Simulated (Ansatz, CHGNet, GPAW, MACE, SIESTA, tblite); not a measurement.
# GPAW on random start for liquid ZnBr2 at 780 K (102 atoms): settings against a plane-wave reference

Wanted: GPAW inputs and outputs for random start for liquid ZnBr2 at 780 K (102 atoms), checked against a plane-wave reference.

Calculated with GPAW 26.7.0; the method is named at each step.

## Step 1: The structure

The cell holds 102 atoms: 34 Zn and 68 Br. Its edges and angles: a = 15.575 Å, b = 15.575 Å, c = 15.575 Å, α = 90.0°, β = 90.0°, γ = 90.0°. 102 atoms (34 Zn, 68 Br) packed at random in a cube at 3.37 g/cm³ and pushed apart as soft spheres, cations and anions kept from their own kind; a start for melting by ab initio MD, not an equilibrated structure. The density is the measured one of the melt at 780 K (3.365 g/cm³). Then every atom was moved at random, 0.02 Å r.m.s. a Cartesian component.

The yardstick, on the same geometry:

```
method                 : Kohn-Sham DFT, PBE, PAW, plane waves (Ansatz 0.2.0); cutoff 420 eV, Γ point, fermi-dirac smearing of 0.05 eV; PAW set soft_2
r.m.s. force component : 0.6361 eV/Å
longest force          : 2.264 eV/Å
pressure               : -2.684 GPa
SCF cycles             : 19
time                   : 100 s on 4 threads of Arm Neoverse V2, shared host
CPU time               : 6.5 min
```

## Step 2: PBE, LCAO dzp, h 0.2 Å

Method: Kohn-Sham DFT, PBE, PAW, atomic orbitals (dzp).

Contents of run.py:

```python
import numpy as np
from ase.io import read
from gpaw import GPAW, FermiDirac

atoms = read("structure.xyz")
atoms.calc = GPAW(
    mode="lcao",
    basis="dzp",
    h=0.2,
    xc="PBE",
    kpts={"size": (1, 1, 1), "gamma": True},
    occupations=FermiDirac(0.05),
    maxiter=200,
    symmetry={"point_group": False},
    txt="gpaw.txt",
)
energy = atoms.get_potential_energy(force_consistent=True)
forces = atoms.get_forces()
print(f"energy {energy:.6f} eV")
print("forces (eV/A)")
for i, (a, f) in enumerate(zip(atoms, forces)):
    print(f"{i:4d} {a.symbol:2s} {f[0]:10.5f} {f[1]:10.5f} {f[2]:10.5f}")
print(f"Fermi level {atoms.calc.get_fermi_level():.4f} eV")
for k in range(len(atoms.calc.get_ibz_k_points())):
    for s in range(atoms.calc.get_number_of_spins()):
        e = atoms.calc.get_eigenvalues(kpt=k, spin=s)
        n = np.searchsorted(e, atoms.calc.get_fermi_level())
        print(f"k {k} spin {s} levels about the Fermi level:", np.round(e[max(n - 6, 0):n], 4).tolist(), "|", np.round(e[n:n + 6], 4).tolist())
```

Contents of structure.xyz:

```xyz
102
Lattice="15.57500 0.00000 0.00000 0.00000 15.57500 0.00000 0.00000 0.00000 15.57500" Properties=species:S:1:pos:R:3 pbc="T T T"
Zn 13.69868 12.26874 3.57836
Zn 2.47066 2.02615 3.29380
Zn 5.14582 0.87672 11.25263
Zn 10.12048 14.58505 13.79789
Zn 15.53248 7.76663 3.22916
Zn 7.95104 0.21945 9.26043
Zn 8.23279 10.52730 12.28992
Zn 6.32205 2.91595 8.19603
Zn 12.88551 5.31185 13.67251
Zn 2.32161 7.70449 6.26333
Zn 3.59284 13.39014 8.43262
Zn 1.22326 14.36918 3.06267
Zn 9.32133 0.32863 2.45228
Zn 11.38782 6.59617 8.60301
Zn 2.98059 3.20082 10.15443
Zn 1.31780 4.98556 2.56458
Zn 4.94397 9.86116 11.75305
Zn 0.07601 10.62807 1.47698
Zn 6.72669 2.14888 0.01199
Zn 12.66933 0.95257 8.63353
Zn 8.11504 5.61712 6.21941
Zn 11.34904 11.32489 15.40835
Zn 1.19367 7.37897 12.68895
Zn 7.41619 9.54187 6.65348
Zn 12.69129 7.61150 0.65446
Zn 13.40322 4.06461 5.24052
Zn 6.27828 12.01705 14.86135
Zn 14.79625 4.00620 10.84036
Zn 8.26254 3.51154 12.29366
Zn 11.31835 2.23190 11.93512
Zn 0.45900 1.38711 14.43024
Zn 5.34300 6.96296 3.39644
Zn 8.14074 7.64888 10.44615
Zn 10.58446 9.47614 3.02965
Br 13.43764 5.84732 3.70031
Br 14.29692 14.48615 8.20849
Br 7.60340 14.81105 3.74610
Br 4.77234 10.17234 14.78488
Br 10.90188 3.19786 2.81471
Br 1.07732 2.54433 5.18585
Br 14.10815 6.64710 12.08433
Br 8.76296 10.38198 4.94132
Br 1.63537 11.76442 3.15207
Br 4.49837 1.08994 4.68667
Br 7.92191 6.03142 15.22721
Br 2.27068 14.82771 7.09395
Br 1.95295 11.11681 6.80612
Br 0.64465 13.33329 11.83264
Br 9.04425 11.92048 1.53149
Br 2.70896 0.95786 11.66583
Br 10.50658 7.35701 1.96806
Br 10.35192 8.96185 10.76731
Br 3.85185 5.13212 11.79526
Br 0.85320 2.64666 8.88647
Br 12.12872 13.98884 1.75312
Br 12.72836 2.29280 14.44939
[... 42 atom lines left out ...]
Br 1.03730 11.37333 15.00449
Br 10.58835 5.31403 11.64107
Br 7.89092 1.10380 11.80616
Br 6.45802 10.75485 9.79621
```

Launch:

```bash
$ OMP_NUM_THREADS=1 python run.py > output.txt
```

Log:

```text
energy -137.794897 eV
forces (eV/A)
   0 Zn   -0.68780    1.31353    1.56938
   1 Zn    0.89453   -0.28144    1.07350
   2 Zn   -0.44363   -0.33311    0.88742
   3 Zn    0.24785   -1.15477   -0.77012
   4 Zn   -0.23139   -0.15867    0.65419
   5 Zn    0.35428   -0.04179   -0.42335
   6 Zn    0.75838    0.20073   -0.47521
   7 Zn   -0.28583    1.80178   -0.53857
   8 Zn   -0.40265   -0.88182   -0.43356
   9 Zn    0.10586    0.95198    0.69615
  10 Zn    0.08800   -0.38829   -2.21965
  11 Zn   -1.24003   -0.57904    0.23194
  12 Zn    0.30456    0.07794    1.24149
  13 Zn    0.17886   -0.01523   -1.01832
  14 Zn   -0.34308    0.96848    0.20901
  15 Zn   -0.55622   -0.59472   -0.63958
  16 Zn   -0.84206   -0.42840   -0.43088
  17 Zn    1.38092    0.61398   -0.89260
  18 Zn   -0.98331    0.15793    1.39042
  19 Zn    1.07105   -1.40902    0.14999
  20 Zn    0.85412   -0.70725    0.50576
  21 Zn   -0.27367    0.25428   -0.38233
  22 Zn    0.66737    0.80684   -0.51617
  23 Zn   -0.11550    0.81356   -0.10625
[...]
94 Br    0.34090    0.48306   -0.07542
  95 Br   -0.24348    0.09152   -0.00160
  96 Br   -0.15643    0.09525   -0.06645
  97 Br    0.52267   -0.78367    0.45598
  98 Br   -0.70953   -0.31878    0.57988
  99 Br    0.18763   -0.49189    0.56843
 100 Br   -0.89679    0.16661    0.16810
 101 Br    0.01963    0.07004    1.42025
Fermi level 0.1630 eV
k 0 spin 0 levels about the Fermi level: [0.0823, 0.1016, 0.1073, 0.1385, 0.1478, 0.1595] | [0.1745, 0.2342, 0.3229, 0.3892, 0.4373, 0.5374]
```

gpaw.txt:

```text
Input parameters:
  mode=LCAO(),
  basis={'default': 'dzp'},
  h=0.2,
  kpts=MonkhorstPack(size=(1, 1, 1), gamma=True),
  maxiter=200,
  occupations=Occupations(name='fermi-dirac', width=0.05, fixmagmom=False),
  symmetry=Symmetry(point_group=False),
  xc=XC(name='PBE')
Unit cell  # Å
| periodic |         x |         y |         z |   lengths |    angles |
|----------|-----------|-----------|-----------|-----------|-----------|
|      yes | 15.575000 |  0.000000 |  0.000000 | 15.575000 | 90.000000 |
|      yes |  0.000000 | 15.575000 |  0.000000 | 15.575000 | 90.000000 |
|      yes |  0.000000 |  0.000000 | 15.575000 | 15.575000 | 90.000000 |
Number of symmetries: 1
Symmetry operations  # r_c * U_cc + t_c -> r_c
|   | kind |            matrix            |
|---|------|------------------------------|
| 0 |  E   |  1, 0, 0,  0, 1, 0,  0, 0, 1 |
BZ-sampling:
  Number of BZ points: 1
  Number of IBZ points: 1
  Monkhorst-Pack size: [1, 1, 1]
  Monkhorst-Pack shift: [0, 0, 0]
[... lines left out ...]
  Fermi-Dirac:
[... lines left out ...]
    Stencil: 6*3+1=19 point O(h^6) finite-difference Laplacian
xc functional:
  name: PBE with 2 nearest neighbor stencil
interpolation: tri-quintic # 5. degree polynomial
Initialization done in: 12.734 s
convergence criteria:
- Maximum [total energy] change in last 3 cyles: 0.0005 eV / valence electron
- Maximum integral of absolute [dens]ity change: 0.0001 electrons / valence electron
- Maximum integral of absolute [eigenst]ate change: 4e-08 eV^2 / valence electron
maximum number of iterations: 200
SCF iterations
|iter     |      energy | eigst |  dens |
|---------|-------------|-------|-------|
|iter:   1| -164.068021 |      c|       |
|iter:   2| -155.599581 |      c| -1.18 |
|iter:   3| -174.222518 |      c| -1.22 |
|iter:   4| -161.120643 |      c| -1.18 |
[...]
|iter:  16| -137.571796 |      c| -1.98 |
|iter:  17| -137.533496 |      c| -2.29 |
|iter:  18| -137.571995c|      c| -2.26 |
|iter:  19| -137.488322c|      c| -2.31 |
|iter:  20| -137.535958c|      c| -2.39 |
[...]
|iter:  33| -137.410358c|      c| -3.85 |
|iter:  34| -137.410225c|      c| -3.96 |
|iter:  35| -137.410111c|      c| -4.19c|
Converged in 35 steps
SCF loop duration: 347.312 s (9.923 s/step)
Energy contributions relative to reference atoms: (reference = -6482637.951786)
Energy contributions:
  Kinetic:         404.644711
  Coulomb:        -341.387168
  Zero:              3.807236
  External:          0.000000
  Xc:             -204.090106
  Entropy:          -0.769571
  Spinorbit:         0.000000
  ----------------------------
  Free energy:    -137.794897
  Extrapolated:   -137.410111
dipole moment: (14.580212, -100.074597, 69.703094)  # |e|*Ang
Fermi level: 0.163
Eigenvalues  # (at kpt = [0.000, 0.000, 0.000])
| band index |      eig [eV] | occ [0-2] |
|------------|---------------|-----------|
|          0 |       -16.457 |     2.000 |
|        ... |               |           |
|        436 |         0.073 |     1.718 |
|        437 |         0.080 |     1.679 |
[...]
|        451 |         0.630 |     0.000 |
|        ... |               |           |
|        534 |         5.969 |     0.000 |
Gap: 0.015 eV
Transition (v -> c):
  (s=0, k=0, n=443, [0.00, 0.00, 0.00]) -> (s=0, k=0, n=444, [0.00, 0.00, 0.00])
No difference between direct/indirect transitions
Force computation time: 17.298  # s
timing:  # [seconds]
  Total:  377.365  # ━━━━━━━━━━━━━━━━━━━━━━━━━━━━━━━━━━━━━━━━━━━━━━━━━━━━━━━━
  Init:    12.733  # ━━
  SCF:    347.312  # ━━━━━━━━━━━━━━━━━━━━━━━━━━━━━━━━━━━━━━━━━━━━━━━━━━━╸
  Forces:  17.298  # ━━╸
```

It took 6.3 min on 1 thread of Arm Neoverse V2, shared host; peak memory 2.5 GiB.

Banners, paths, timers and routine set-up lines are dropped from the logs unmarked, and long logs keep their key lines alone; longer cuts are marked.

Against the reference:

- r.m.s. force component: 0.6307 eV/Å
- r.m.s. difference of force components: 32.02 meV/Å
- longest difference of force vectors: 183.5 meV/Å
- force difference over r.m.s. force: 5.034 %
- slope of forces against the reference's: 0.9902
- correlation of force components: 0.9988

Length of the force difference by element (eV/Å):

| element | atoms | mean | most |
| --- | --- | --- | --- |
| Br | 68 | 0.043 | 0.18 |
| Zn | 34 | 0.057 | 0.13 |

A closer look about Zn11, which bears the longest force: 9 atoms, nearest first, numbered in the order of the input, with positions taken from that point.

| atom | x | y | z | distance (Å) | Fx | Fy | Fz (eV/Å) |
| --- | --- | --- | --- | --- | --- | --- | --- |
| Zn11 | 0.00 | 0.00 | 0.00 | 0.00 | 0.09 | -0.39 | -2.22 |
| Br46 | -1.32 | 1.44 | -1.34 | 2.37 | 0.01 | -0.03 | 0.70 |
| Br83 | 2.10 | -0.04 | -1.82 | 2.78 | -0.47 | -0.22 | 1.23 |
| Br47 | -1.64 | -2.27 | -1.63 | 3.24 | 0.38 | -0.09 | 0.51 |
| Br74 | 1.50 | 3.19 | 0.39 | 3.55 | -0.62 | -0.66 | -0.22 |
| Br102 | 2.87 | -2.64 | 1.36 | 4.12 | 0.02 | 0.07 | 1.42 |
| Zn3 | 1.55 | 3.06 | 2.82 | 4.44 | -0.44 | -0.33 | 0.89 |
| Br48 | -2.95 | -0.06 | 3.40 | 4.50 | 0.03 | -0.06 | -0.05 |
| Br50 | -0.88 | 3.14 | 3.23 | 4.59 | 0.94 | 0.38 | -0.38 |

Atoms are counted from 1 here, from 0 in the log.

Forces lie 5.0 % from the reference's, at 0.97 times its CPU time (on 1 against 4 cores).

## Step 3: PBE, LCAO dzp, h 0.22 Å

Method: Kohn-Sham DFT, PBE, PAW, atomic orbitals (dzp).

Edit run.py of step 2 so:

```diff
@@ -8,3 +8,3 @@
     basis="dzp",
-    h=0.2,
+    h=0.22,
     xc="PBE",
```

structure.xyz is that of step 2.

Log:

```text
energy -137.473918 eV
forces (eV/A)
   0 Zn   -0.68262    1.30634    1.56126
   1 Zn    0.90279   -0.27654    1.08401
   2 Zn   -0.45534   -0.32962    0.89055
   3 Zn    0.23948   -1.14689   -0.77545
   4 Zn   -0.24310   -0.16663    0.64857
   5 Zn    0.33790   -0.03716   -0.42217
   6 Zn    0.75963    0.20327   -0.47872
   7 Zn   -0.28181    1.80674   -0.54246
   8 Zn   -0.40896   -0.88835   -0.42024
   9 Zn    0.10752    0.94379    0.69280
  10 Zn    0.08829   -0.38212   -2.21999
  11 Zn   -1.24194   -0.57013    0.25381
[...]
97 Br    0.51907   -0.78310    0.45765
  98 Br   -0.71174   -0.31714    0.57695
  99 Br    0.18713   -0.49416    0.57195
 100 Br   -0.89747    0.16484    0.16324
 101 Br    0.00265    0.07471    1.41963
Fermi level 0.1630 eV
k 0 spin 0 levels about the Fermi level: [0.0823, 0.1017, 0.1073, 0.1385, 0.1478, 0.1595] | [0.1745, 0.2341, 0.3228, 0.3892, 0.4372, 0.5373]
```

gpaw.txt:

```text
Input parameters:
  mode=LCAO(),
  basis={'default': 'dzp'},
  h=0.22,
  kpts=MonkhorstPack(size=(1, 1, 1), gamma=True),
  maxiter=200,
  occupations=Occupations(name='fermi-dirac', width=0.05, fixmagmom=False),
  symmetry=Symmetry(point_group=False),
  xc=XC(name='PBE')
[... lines left out ...]
  Fermi-Dirac:
[... lines left out ...]
convergence criteria:
- Maximum [total energy] change in last 3 cyles: 0.0005 eV / valence electron
[... lines left out ...]
Converged in 35 steps
[... lines left out ...]
  Free energy:    -137.473918
[... lines left out ...]
Fermi level: 0.163
[... lines left out ...]
|          0 |       -16.457 |     2.000 |
|        ... |               |           |
|        436 |         0.073 |     1.718 |
|        437 |         0.080 |     1.679 |
[...]
|        451 |         0.630 |     0.000 |
|        ... |               |           |
|        534 |         5.969 |     0.000 |
Gap: 0.015 eV
Transition (v -> c):
  (s=0, k=0, n=443, [0.00, 0.00, 0.00]) -> (s=0, k=0, n=444, [0.00, 0.00, 0.00])
No difference between direct/indirect transitions
Force computation time: 15.999  # s
timing:  # [seconds]
  Total:  358.198  # ━━━━━━━━━━━━━━━━━━━━━━━━━━━━━━━━━━━━━━━━━━━━━━━━━━━━━━━━
  Init:    11.601  # ━━
  SCF:    330.575  # ━━━━━━━━━━━━━━━━━━━━━━━━━━━━━━━━━━━━━━━━━━━━━━━━━━━╸
  Forces:  15.999  # ━━╸
```

It took 6 min on 1 thread; peak memory 2.2 GiB.

Numbers from this run, and their distance from the reference:

```
r.m.s. force component                          : 0.6311 eV/Å
r.m.s. difference of force components           : 31.79 meV/Å
longest difference of force vectors             : 184.1 meV/Å
force difference over r.m.s. force              : 4.996 %
slope of forces against the reference's         : 0.9908
correlation of force components                 : 0.9988
energy less the same-level run's                : 3.147 meV/atom
r.m.s. force difference from the same-level run : 6.085 meV/Å
```

This is a coarse setting, run to see what it loses.

Against the first run (5.0 %), the force difference from the reference is 5.0 %, at 0.95 times the CPU time: the change moves forces by 6.1 meV/Å r.m.s., so most of the difference comes from elsewhere.

## Step 4: PBE, LCAO sz(dzp), h 0.2 Å

Method: Kohn-Sham DFT, PBE, PAW, atomic orbitals (sz(dzp)).

Edit run.py of step 3 so:

```diff
@@ -7,4 +7,4 @@
     mode="lcao",
-    basis="dzp",
-    h=0.22,
+    basis="sz(dzp)",
+    h=0.2,
     xc="PBE",
```

structure.xyz is that of step 3.

Log:

```text
energy -99.723161 eV
forces (eV/A)
   0 Zn   -0.84433    1.05650    1.21661
   1 Zn    1.13369   -0.38877    0.18210
   2 Zn    0.10365   -0.69061    1.71972
   3 Zn    0.40326   -0.69698   -0.43638
   4 Zn   -0.54480   -0.71839    0.69531
   5 Zn    0.20633   -0.39534   -0.80338
   6 Zn    0.66934    0.81297   -1.03833
   7 Zn    0.40119    2.27383   -0.94735
   8 Zn   -1.37890   -1.39162   -0.62571
   9 Zn   -0.42463    0.68840    1.12959
  10 Zn    0.43447   -0.95971   -1.37284
  11 Zn   -0.56410   -0.35766    0.77107
[...]
97 Br    0.43985   -0.39506    0.33899
  98 Br   -0.34851    0.01713   -0.24880
  99 Br    0.16037   -0.33231    0.46797
 100 Br   -0.75774   -0.23346    0.39727
 101 Br    0.22859    0.22829    0.90449
Fermi level 0.3897 eV
k 0 spin 0 levels about the Fermi level: [0.3183, 0.333, 0.3391, 0.3512, 0.3744, 0.3865] | [0.3935, 0.4478, 0.5146, 0.5709, 0.6554, 0.7316]
```

gpaw.txt:

```text
Input parameters:
  mode=LCAO(),
  basis={'default': 'sz(dzp)'},
  h=0.2,
  kpts=MonkhorstPack(size=(1, 1, 1), gamma=True),
  maxiter=200,
  occupations=Occupations(name='fermi-dirac', width=0.05, fixmagmom=False),
  symmetry=Symmetry(point_group=False),
  xc=XC(name='PBE')
[... lines left out ...]
  Fermi-Dirac:
[... lines left out ...]
convergence criteria:
- Maximum [total energy] change in last 3 cyles: 0.0005 eV / valence electron
[... lines left out ...]
Converged in 40 steps
[... lines left out ...]
  Free energy:     -99.723161
[... lines left out ...]
Fermi level: 0.390
[... lines left out ...]
|          0 |       -16.448 |     2.000 |
|        ... |               |           |
|        436 |         0.307 |     1.679 |
|        437 |         0.313 |     1.646 |
[...]
|        451 |         0.765 |     0.001 |
|        ... |               |           |
|        534 |         6.509 |     0.000 |
Gap: 0.007 eV
Transition (v -> c):
  (s=0, k=0, n=443, [0.00, 0.00, 0.00]) -> (s=0, k=0, n=444, [0.00, 0.00, 0.00])
No difference between direct/indirect transitions
Force computation time: 6.441  # s
timing:  # [seconds]
  Total:  208.082  # ━━━━━━━━━━━━━━━━━━━━━━━━━━━━━━━━━━━━━━━━━━━━━━━━━━━━━━━━
  Init:    12.221  # ━━━╸
  SCF:    189.402  # ━━━━━━━━━━━━━━━━━━━━━━━━━━━━━━━━━━━━━━━━━━━━━━━━━━━
  Forces:   6.441  # ━╸
```

Elapsed: 3.5 min, on 1 thread; peak memory 2.2 GiB.

Numbers from this run, and their distance from the reference:

* r.m.s. force component: 0.6339 eV/Å
* r.m.s. difference of force components: 407.9 meV/Å
* longest difference of force vectors: 1227 meV/Å
* force difference over r.m.s. force: 64.12 %
* slope of forces against the reference's: 0.7909
* correlation of force components: 0.7937

This is a coarse setting, run to see what it loses.

Against the first run (5.0 %), the force difference from the reference is 64 %, at 0.55 times the CPU time, with 578 basis functions against 1598: the smaller basis costs accuracy.

(Continued in part 2 of 2.)

[Also dropped from logs without a mark: logging warnings of Python, and SIESTA's first energy breakdown and zero terms.]

[Logs are printed without paths, hosts, clocks, repeated set-up lines and the standing remarks that a program may print on its own settings, such as how far it seeks lower states.]

[Hosts, paths, dates, database ids (printed as entryN), source tags and the programs' standing remarks are cut or masked in the printed files.]
